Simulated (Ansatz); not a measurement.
**A low-energy model for SrTiO3 (Tausonite): bands, U and J**

How strongly is the local Coulomb interaction screened in SrTiO3 (Tausonite)?

Calculated with Ansatz 0.2.0; non-magnetic LDA, then constrained RPA, plane waves, PAW.

## Step 1: The structure

The structure is cubic, space group Pm-3m (No. 221). Conventional cell: a = 3.905 Å, b = 3.905 Å, c = 3.905 Å, α = 90.00°, β = 90.00°, γ = 90.00°. Sr has 12 O at 2.76 Å nearest. Ti has 6 O at 1.95 Å nearest. Nearest to O lie 2 Ti at 1.95 Å and 4 Sr at 2.76 Å. Farther neighbours and most contacts between anions are not listed.

The cell and positions come from the Crystallography Open Database and are kept as given unless a step says otherwise. The program's search for lower electronic states was switched off, so nothing shows that the state found is the lowest. The default PAW set here is soft_2. Its files were made with PBE.

## Step 2: LDA bands and orbital weights

This step: DFT, LDA, plane waves, PAW.

input.yaml reads:

```yaml
crystal:
  lattice:
    - [-3.90528, 0.0, 0.0]
    - [0.0, 0.0, -3.90528]
    - [0.0, -3.90528, 0.0]
  atoms:
    - { symbol: Sr, position: [0.5, 0.5, 0.5] }
    - { symbol: Ti, position: [0.0, 0.0, 0.0] }
    - { symbol: O, position: [0.5, 0.0, 0.0] }
    - { symbol: O, position: [0.0, 0.5, 0.0] }
    - { symbol: O, position: [0.0, 0.0, 0.5] }
kpoints:
  mp_grid: { grid: [6, 6, 6] }
  band_path:
    path:
      - [[0.0, 0.0, 0.0], [0.0, 0.5, 0.0], [0.5, 0.5, 0.0], [0.0, 0.0, 0.0], [0.5, 0.5, 0.5], [0.0, 0.5, 0.0]]
      - [[0.5, 0.5, 0.5], [0.5, 0.5, 0.0]]
    npoints: 10
hamiltonian:
  xc: lda
scf:
  occupations: { method: gaussian, width: 0.08 }
  n_extra_bands: 19
  max_iter: 150
  lower_state_search: "off"
output:
  eigenvalues: true
  fatbands: true
  write_density: true
  write_potential: true
  elf: true
  volumetric_format: npy
```

Started as:

```sh
$ ansatz run input.yaml --threads 4 --pin off --max-ram 14745MiB --backend cpu --events-out ev --progress --plain --runs-dir out
```

Numbers of over 12 decimals in the logs are rounded to 6 here.

The log of the run:

```text
scf.n_extra_bands = 19 over 20 filled bands (N_el = 40.0): the run solves 39 bands
Engine: ansatz 0.2.0, aarch64-unknown-linux-gnu
Pseudopotentials: kind: paw
Pseudopotential: Sr, paw, valence charge 10, recommended cutoff 420 eV (normal), Sr.paw.azcp
Pseudopotential: Ti, paw, valence charge 12, recommended cutoff 420 eV (normal), Ti.paw.azcp
Pseudopotential: O, paw, valence charge 6, recommended cutoff 420 eV (normal), O.paw.azcp
Functional definition: SPW92
  exchange = slater_x
  correlation = pw_c
Crystal: 5 atoms, lattice volume = 59.560 Å³
Basis set: ecut = 420 eV, 1189 PW (Γ)
Bands: 39, of which v1, the nominal top of the filled ones, is band 20 counted from 1 (19 counted from 0)
Symmetry: 48 space group operations
Space group: Pm-3m (ITA 221), of the structure as read, at distance tolerance 3.9e-5 Å
k-points: 20 of 216
Non-local potential: Sr, projectors of the file, l = 0: 3, l = 1: 2, l = 2: 2
Non-local potential: Ti, projectors of the file, l = 0: 3, l = 1: 2, l = 2: 3, l = 3: 1
Non-local potential: O, projectors of the file, l = 0: 2, l = 1: 2, l = 2: 1
PAW form: soft (Blöchl's): semilocal exchange-correlation on the pseudo side does not see the compensation charge
PAW frozen core: Sr, regenerated for the run's functional, and the local potential with it (the file was generated under x = pbe(κ = 0.804, μ = 0.219515), c = pbe(β = 0.066725))
PAW frozen core: Ti, regenerated for the run's functional, and the local potential with it (the file was generated under x = pbe(κ = 0.804, μ = 0.219515), c = pbe(β = 0.066725))
PAW frozen core: O, regenerated for the run's functional, and the local potential with it (the file was generated under x = pbe(κ = 0.804, μ = 0.219515), c = pbe(β = 0.066725))
PAW one-centre angular grid: Sr, 110 points (default); XC on 64 Gauss nodes
PAW one-centre angular grid: Ti, 590 points (default); XC on 64 Gauss nodes
PAW one-centre angular grid: O, 110 points (default); XC on 64 Gauss nodes
Initial density: superposition of atomic densities (neutral atoms: chi_scale 0, normalization atom), corrected by the library's trained network
Initial wavefunctions: pseudopotential atomic-orbital guess
Functional: x = slater, c = lda
SCF iter   1: F=—  HF=-7569.413785 eV  |F-HF|=—  |Δ(HF+E_count)|=         —  Δρ=1.88e-2  dr2=1.98e-1  ethr=1.77e-3  ⟨swp⟩=7.7  Hψ=4094  notcnv=0  defer=115
preconditioner: auto → Resta (q_TF=auto, 2.553 Å⁻¹)  ε∞=3.1  [insulator: Δε(μ)=1.521 eV  Ē_g=18.338 eV  σ=0.080 eV  W_gap=1.00  n_scr=18 (ndim 8)  ℏωp=26.4 eV  f_vac=0.000  D(μ)=0.00/eV (n_scr^D=0)  ε∞_Penn≈3.1]
SCF iter   2: F=—  HF=-7569.380813 eV  |F-HF|=—  |Δ(HF+E_count)|=   3.30e-2  Δρ=9.02e-3  dr2=5.21e-2  ethr=4.94e-4  ⟨swp⟩=2.0  Hψ=1032  notcnv=0  defer=195
SCF iter   3: F=—  HF=-7569.370194 eV  |F-HF|=—  |Δ(HF+E_count)|=   1.06e-2  Δρ=1.10e-3  dr2=6.59e-4  ethr=1.30e-4  ⟨swp⟩=2.0  Hψ=695  notcnv=0  defer=195
SCF iter   4: F=—  HF=-7569.370025 eV  |F-HF|=—  |Δ(HF+E_count)|=   1.69e-4  Δρ=2.43e-4  dr2=3.08e-5  ethr=1.65e-6  ⟨swp⟩=2.3  Hψ=783  notcnv=0  defer=195
SCF iter   5: F=—  HF=-7569.370020 eV  |F-HF|=—  |Δ(HF+E_count)|=   4.47e-6  Δρ=3.22e-5  dr2=3.80e-7  ethr=7.70e-8  ⟨swp⟩=2.0  Hψ=720  notcnv=0  defer=195
SCF iter   6: F=-7569.370020 eV  HF=-7569.370020 eV  |F-HF|=3.24e-9  |Δ(HF+E_count)|=   6.31e-8  Δρ=4.60e-6  dr2=1.06e-8  ethr=2.50e-10  ⟨swp⟩=11.3  Hψ=4511  notcnv=0
SCF 1 converged in 6 iterations: F = -7569.370020 eV  dr2 = 1.06e-8
  greatest PAW one-centre occupation: 0.999 electrons in one spin orbital (limit 2), on the Ti atom at site 1 (counted from 0), in its partial waves of l = 0
NSCF: frozen V_eff on 62 k-points
SCF converged after 6 iterations
Free energy (F): -7569.370020 eV
Harris-Foulkes:  -7569.370020 eV  (|F-HF|=3.24e-9)
Internal energy: -7569.370020 eV  (E = F + TS)
E sigma→0 (E₀):  -7569.370020 eV
Fermi energy:    10.495919 eV
--- Per-component energies (eV) ---
  E_band       = -214.737124
  E_kinetic    = 1042.835651
  E_local      = -2389.120766  (includes V_loc(G=0)·N_el)
  E_nonlocal   = 361.471193
  E_hartree    = 829.265444
  E_xc         = -489.209303
  E_vxc        = -567.690044  (∫ρ·V_xc dr)
  E_paw        = -4034.435838  (= ΣΔE_a)
  E_vpaw       = -320.775269  (= ΣTr[D̂ρ^β])
  E_aug_tail   = 0.007687  (compensation charges beyond the density's cutoff)
  E_ewald      = -2891.094941
  E_core_change = 0.910850  (= ΣΔE_core)
  E_smearing   = -0.000000  (= −TS)
  E_closure    = -0.000000  (closes the sum)
  Σ components = -7569.370020   (vs F -7569.370020, Δ=0.00e0)
--- Band table (eV; the first three rows and the last of 20) ---
  k-point 0: bands = [... 16 lower, 8.4147, 9.2557, 9.2557, 9.2557, 11.3867, 11.3867, 11.3867, 13.9760, ... 15 higher]
  k-point 1: bands = [... 16 lower, 8.1763, 8.4904, 9.1028, 9.1028, 11.4283, 11.9800, 11.9800, 13.9847, ... 15 higher]
  k-point 2: bands = [... 16 lower, 7.4815, 7.7605, 8.9360, 8.9360, 11.5147, 12.9351, 12.9351, 13.9933, ... 15 higher]
  k-point 19: bands = [... 16 lower, 5.8360, 9.6051, 9.6051, 9.6051, 14.0572, 14.0572, 14.0572, 16.4920, ... 15 higher]
```

The job ended after 2.5 s (4 threads of Arm Neoverse V1, shared host; peak memory 0.36 GiB; 9.1 s of CPU time).

The column dr2 measures how far the density is from self-consistency, as an energy; F and HF (Harris–Foulkes) agree once it is small.

Numbers from this step:

* filled bands: 20
* gap: 1.782 eV
* valence top at: R
* conduction bottom at: Γ
* least direct gap: 2.131 eV

The gap is indirect, with the least direct gap 0.35 eV higher.

The electronic bands at the labelled points (eV, zero at the Fermi level):

```
    point  band 17  band 18  band 19  band 20  band 21  band 22  band 23  band 24
        Γ    -2.08    -1.24    -1.24    -1.24     0.89     0.89     0.89     3.48
  halfway    -2.58    -2.54    -1.49    -1.49     0.97     1.98     1.98     3.49
        X    -3.28    -2.92    -1.62    -1.62     1.06     2.87     2.87     3.50
  halfway    -2.80    -2.37    -2.22    -1.54     2.05     2.87     2.98     4.24
        M    -2.62    -2.47    -2.47    -0.98     2.88     2.88     3.33     4.46
  halfway    -2.62    -2.26    -1.97    -1.64     1.94     2.09     2.35     4.11
        Γ    -2.08    -1.24    -1.24    -1.24     0.89     0.89     0.89     3.48
  halfway    -3.71    -1.83    -1.83    -1.52     2.42     2.47     2.47     5.64
        R    -4.66    -0.89    -0.89    -0.89     3.56     3.56     3.56     6.00
  halfway    -3.64    -1.85    -1.71    -1.43     2.55     3.06     3.09     5.59
        X    -3.28    -2.92    -1.62    -1.62     1.06     2.87     2.87     3.50
jump to R    -4.66    -0.89    -0.89    -0.89     3.56     3.56     3.56     6.00
  halfway    -4.06    -1.57    -1.57    -0.94     3.16     3.16     3.44     5.89
        M    -2.62    -2.47    -2.47    -0.98     2.88     2.88     3.33     4.46
```

Of the projections kept (Ti 3d, O 2p), the largest for each band there; the rest of the weight can lie on other orbitals:

```
point    band 17    band 18    band 19    band 20     band 21     band 22     band 23     band 24
    Γ  O 2p 0.99  O 2p 0.98  O 2p 0.98  O 2p 0.98  Ti 3d 0.97  Ti 3d 0.97  Ti 3d 0.97  Ti 3d 0.78
    X  O 2p 0.73  O 2p 0.92  O 2p 0.97  O 2p 0.97  Ti 3d 1.00  Ti 3d 0.74  Ti 3d 0.74  Ti 3d 0.83
    M  O 2p 0.95  O 2p 0.95  O 2p 0.95  O 2p 0.99  Ti 3d 0.75  Ti 3d 0.75  Ti 3d 0.70  Ti 3d 0.74
    Γ  O 2p 0.99  O 2p 0.98  O 2p 0.98  O 2p 0.98  Ti 3d 0.97  Ti 3d 0.97  Ti 3d 0.97  Ti 3d 0.78
    R  O 2p 0.69  O 2p 0.99  O 2p 0.99  O 2p 0.99  Ti 3d 0.70  Ti 3d 0.70  Ti 3d 0.70           -
    X  O 2p 0.73  O 2p 0.92  O 2p 0.97  O 2p 0.97  Ti 3d 1.00  Ti 3d 0.74  Ti 3d 0.74  Ti 3d 0.83
```

Electrostatic potential energy in the ac plane at fractional y = 0.000, with atoms of Ti and O within 0.2 Å of it. With pseudopotentials it is smooth inside the atoms' cores, unlike the true potential.

Ten even steps from '0' (-37 eV) to '9' (14 eV), each cell a mean:
```
11368410158521
22478743588632
45789998999865
78899999999988
46999999999985
02699999999951
00599999999830
01699999999941
34899999999974
78999999999988
56799999999876
23579865698743
11368410268521
11257300047421
```
Columns run along a (3.9 Å; values clipped at the 3rd and 97th percentile), rows up along c (3.9 Å). Atoms in or near the plane, at fractional coordinates: Ti at (0.00, 0.00), O at (0.50, 0.00), O at (0.00, 0.50).

Valence density in the ac plane at fractional y = 0.000, with atoms of Ti and O within 0.2 Å of it. It is the smooth field of the valence electrons, not physical close to the nuclei.

Ten even steps from '_' (0.04 × 1e0 e/Å³) to '@' (9.74 × 1e0 e/Å³), each cell a mean:
```
%%**::____::==**==..__..==##
++--..____..::::::______..==
..________________________..
____________________________
::..______________________..
++--..__________________::==
##++..__________________::**
**==..__________________::==
--::____________________..::
..__________________________
____________________________
--::________......______..::
%%**::____::==++--..____--**
@@%%--__..--**##++::__..++%%
```
Columns run along a (3.9 Å), rows up along c (3.9 Å). Atoms in or near the plane, at fractional coordinates: Ti at (0.00, 0.00), O at (0.50, 0.00), O at (0.00, 0.50).

## Step 3: Constrained RPA: Ti t2g, bands c1 to c3, 6×6×6 mesh, medium accuracy

Constrained RPA screens the interaction with every transition except those inside the target bands, which a later many-body model would treat itself.

This step: constrained RPA on LDA, plane waves, PAW.

input.yaml, the sections that differ from step 2:

```yaml
kpoints:
  mp_grid: { grid: [6, 6, 6] }
output:
  crpa:
    kmesh: [6, 6, 6]
    target_bands: [c1, c3]
    projections: [{ species: Ti, l: d, shell: 3, orbitals: [dxz, dyz, dxy] }]
  local_orbitals:
    kmesh: [6, 6, 6]
    orbitals: [{ species: Ti, l: d, shell: 3, orbitals: [dxz, dyz, dxy] }]
    window: { bands: [c1, c3] }
    seedname: lo
# crystal, hamiltonian, scf: as in step 2
```

The log of the run:

```text
[...]
Crystal: 5 atoms, lattice volume = 59.560 Å³
Basis set: ecut = 420 eV, 1189 PW (Γ)
Bands: 39, of which v1, the nominal top of the filled ones, is band 20 counted from 1 (19 counted from 0)
Symmetry: 48 space group operations
[...]
k-points: 20 of 216
[...]
SCF iter   1: F=—  HF=-7569.413779 eV  |F-HF|=—  |Δ(HF+E_count)|=         —  Δρ=1.88e-2  dr2=1.98e-1  ethr=1.77e-3  ⟨swp⟩=7.7  Hψ=4094  notcnv=0  defer=115
[...]
SCF iter   6: F=-7569.370020 eV  HF=-7569.370020 eV  |F-HF|=3.25e-9  |Δ(HF+E_count)|=   6.30e-8  Δρ=4.60e-6  dr2=1.06e-8  ethr=2.50e-10  ⟨swp⟩=11.2  Hψ=4496  notcnv=0
SCF 1 converged in 6 iterations: F = -7569.370020 eV  dr2 = 1.06e-8
[...]
NSCF: frozen V_eff on 23 k-points
[...]
cRPA screening: q 1/216
cRPA screening: q 2/216
cRPA screening: q 8/216 (q-point 3)
cRPA screening: q 14/216 (q-point 4)
cRPA screening: q 17/216 (q-point 8)
cRPA screening: q 29/216 (q-point 9)
cRPA screening: q 53/216 (q-point 10)
cRPA screening: q 65/216 (q-point 15)
cRPA screening: q 77/216 (q-point 16)
cRPA screening: q 89/216 (q-point 22)
cRPA screening: q 92/216 (q-point 44)
cRPA screening: q 100/216 (q-point 45)
cRPA screening: q 124/216 (q-point 46)
cRPA screening: q 136/216 (q-point 51)
cRPA screening: q 160/216 (q-point 52)
cRPA screening: q 184/216 (q-point 58)
cRPA screening: q 190/216 (q-point 87)
cRPA screening: q 198/216 (q-point 88)
cRPA screening: q 210/216 (q-point 94)
cRPA screening: q 216/216 (q-point 130)
SCF converged after 6 iterations
Free energy (F): -7569.370020 eV
[...]
Internal energy: -7569.370020 eV  (E = F + TS)
E sigma→0 (E₀):  -7569.370020 eV
Fermi energy:    10.495919 eV
[...]
--- Band table (eV; the first three rows and the last of 20) ---
  k-point 0: bands = [... 16 lower, 8.4147, 9.2557, 9.2557, 9.2557, 11.3867, 11.3867, 11.3867, 13.9760, ... 15 higher]
  k-point 1: bands = [... 16 lower, 8.1763, 8.4904, 9.1028, 9.1028, 11.4283, 11.9800, 11.9800, 13.9847, ... 15 higher]
  k-point 2: bands = [... 16 lower, 7.4815, 7.7605, 8.9360, 8.9360, 11.5147, 12.9351, 12.9351, 13.9933, ... 15 higher]
  k-point 19: bands = [... 16 lower, 5.8360, 9.6051, 9.6051, 9.6051, 14.0572, 14.0572, 14.0572, 16.4920, ... 15 higher]
--- cRPA (band scheme, projected local orbitals): target bands 21..23 (1-based), 3 Wannier function(s), 6×6×6 mesh, 46 bands' worth read of 51 solved, ecut_chi 136.0 eV, v(q+G=0) probe_charge, pair densities all_electron ---
  bands read: the sum over 46 bands ends inside a degenerate multiplet in 18 slots, whose members it reads at an even weight; the widest, k=0: bands 45 to 47 (counted from 1) at 2/3 each
  χ-basis size per q: N_G = 203..228
  window electrons = 0.0000, filled by tetrahedron_uncorrected; constrained ε̄⁻¹(q = 0, 0) head = 0.159958; min gauge Gram eig = 0.7006
  Kanamori averages over each shell's own Wannier functions (sites counted from 0, functions from 1):
    Site 1, 3D, 3 of 5 d orbitals (Wannier functions 1, 2, 3; wannier90's mr 2, 3, 5):
      screened: U = 3.2617 eV, U' = 2.4439 eV, J = 0.3980 eV
      screened, to within: U = 4.1e-3 eV, U' = 4.1e-3 eV, J = 5.6e-4 eV
      bare: V = 15.3235 eV, V' = 14.2008 eV, J = 0.5339 eV
  Hermiticity witness max|P − P†| over intra, direct and exchange elements: 5.33e-15 eV (screened), 1.21e-23 eV (bare)
  Reality witness max|Im| over intra, direct and exchange elements: 1.73e-19 eV (screened), 1.07e-18 eV (bare)
```

Wall time 1.9 min (4 threads); peak memory 0.73 GiB; 7.4 min of CPU time.

Numbers from this step:

```
U                                                 : 3.262 eV
U prime (inter-orbital)                           : 2.444 eV
J                                                 : 0.3980 eV
bare V                                            : 15.32 eV
bare J                                            : 0.5339 eV
stated bound on U                                 : 0.004051 eV
U over bare V                                     : 0.2129
electrons in the window                           : 0
head of the constrained inverse dielectric matrix : 0.1600
least eigenvalue of the projection's overlap      : 0.7006
target functions                                  : 3
bands in the sums                                 : 46
r.m.s. miss of the model bands                    : 0.001673 eV
width of the target bands                         : 2.670 eV
weight of the projected orbitals in the window    : 0.7894
```

On the Ti t2g shell, screening brings the on-site interaction from 15.3 eV down to U = 3.26 eV.

Kanamori averages over each shell's functions. Crpa shells, by row:

```
site  element  shell  orbitals  U (eV)  U' (eV)  J (eV)  bare V (eV)  bare V' (eV)  bare J (eV)  bound on U (eV)
   2       Ti     3D         3   3.262    2.444   0.398        15.32          14.2       0.5339         0.004051
```

Density-density elements U_iijj, eV. U matrix, by row:

```
orbital  Ti2 dxz  Ti2 dyz  Ti2 dxy
Ti2 dxz    3.262    2.444    2.444
Ti2 dyz    2.444    3.262    2.444
Ti2 dxy    2.444    2.444    3.262
```

Exchange elements U_ijji, eV. J matrix, by row:

```
orbital  Ti2 dxz  Ti2 dyz  Ti2 dxy
Ti2 dxz        -    0.398    0.398
Ti2 dyz    0.398        -    0.398
Ti2 dxy    0.398    0.398        -
```

Projected local orbitals of the target window. The electronic bands at the labelled points (eV, zero at the Fermi level; # counts the bands kept):

```
    point    #1    #2    #3
        Γ  0.89  0.89  0.89
  halfway  0.97  1.99  1.99
        X  1.06  2.87  2.87
  halfway  2.05  2.88  2.98
        M  2.88  2.88  3.33
  halfway  1.94  2.09  2.34
        Γ  0.89  0.89  0.89
  halfway  2.41  2.47  2.47
        R  3.56  3.56  3.56
  halfway  2.55  3.06  3.09
        X  1.06  2.87  2.87
jump to R  3.56  3.56  3.56
  halfway  3.16  3.16  3.44
        M  2.88  2.88  3.33
```

The same for Kohn-Sham, solved directly:

```
point    #1    #2    #3
    Γ  0.89  0.89  0.89
    X  1.06  2.87  2.87
    M  2.88  2.88  3.33
    Γ  0.89  0.89  0.89
    R  3.56  3.56  3.56
    X  1.06  2.87  2.87
    R  3.56  3.56  3.56
    M  2.88  2.88  3.33
```

The first set of electronic bands as a text plot (rows in eV):

```
    3.5 |                                    *****        ***
    3.4 |                                   *    **        * ***
    3.3 |             ***                   *     *         *   *
    3.2 |            *   *                 *      **         *
    3.1 |           *                      *        *
    2.9 |          *      *                          **       **
    2.8 |      **********                **        *   ***      *
    2.7 |             *  *               **
    2.6 |                 ***
    2.5 |     *      *    *             *           *
    2.4 |                  ***          *
    2.3 |    *      *      **
    2.2 |                                            *
    2.1 |                    **        *
    1.9 |   *                *
    1.8 |                     *                       *
    1.7 |          *                 **
    1.6 |                     **     **
    1.5 |         *            *                       *
    1.4 |  *                   *    *
    1.3 |                       *   *
    1.2 | *      *              *                       *
    1.1 |     ***               ** *                     *
    0.9 |*****                   ***
         Γ      X      M          Γ            R        X|R     M
```

Onsite levels, by row:

```
orbital  level less Fermi level (eV)
Ti2 dxz                        2.521
Ti2 dyz                        2.521
Ti2 dxy                        2.521
```

Largest distinct elements between sites. Hoppings, by row:

```
   from       to      cell  distance (Å)   t (eV)
Ti2 dxz  Ti2 dxz    0 -1 0         3.905   -0.285
Ti2 dxz  Ti2 dxz    1 -1 0         5.523   -0.082
Ti2 dxz  Ti2 dxz    0 0 -1         3.905  -0.0346
Ti2 dxy  Ti2 dxy     0 0 2         7.811   0.0117
Ti2 dxz  Ti2 dxz   -1 -2 0         8.732  -0.0101
Ti2 dxy  Ti2 dyz    1 -1 0         5.523   -0.008
Ti2 dxz  Ti2 dxz     2 2 0         11.05  -0.0062
Ti2 dxz  Ti2 dxz   -1 -1 1         6.764  -0.0058
Ti2 dxy  Ti2 dxz  -1 -1 -1         6.764   0.0042
Ti2 dyz  Ti2 dyz    1 -1 0         5.523    0.004
Ti2 dyz  Ti2 dyz    1 0 -2         8.732   0.0031
Ti2 dyz  Ti2 dxy  -1 -1 -2         9.566   0.0016
```

(Part 1 of 2 ends here.)

[Paths, hosts, dates, memory and timing lines, banners, echoed tables and standing remarks are left out of the program output.]

[Logs are printed without paths, hosts, clocks, repeated set-up lines and the standing remarks that a program may print on its own settings, such as how far it seeks lower states.]

[Runs of the session that timed out or met a known fault of the program may be left out.]

[Hosts, paths, dates, database ids (printed as entryN), source tags and the programs' standing remarks are cut or masked in the printed files.]
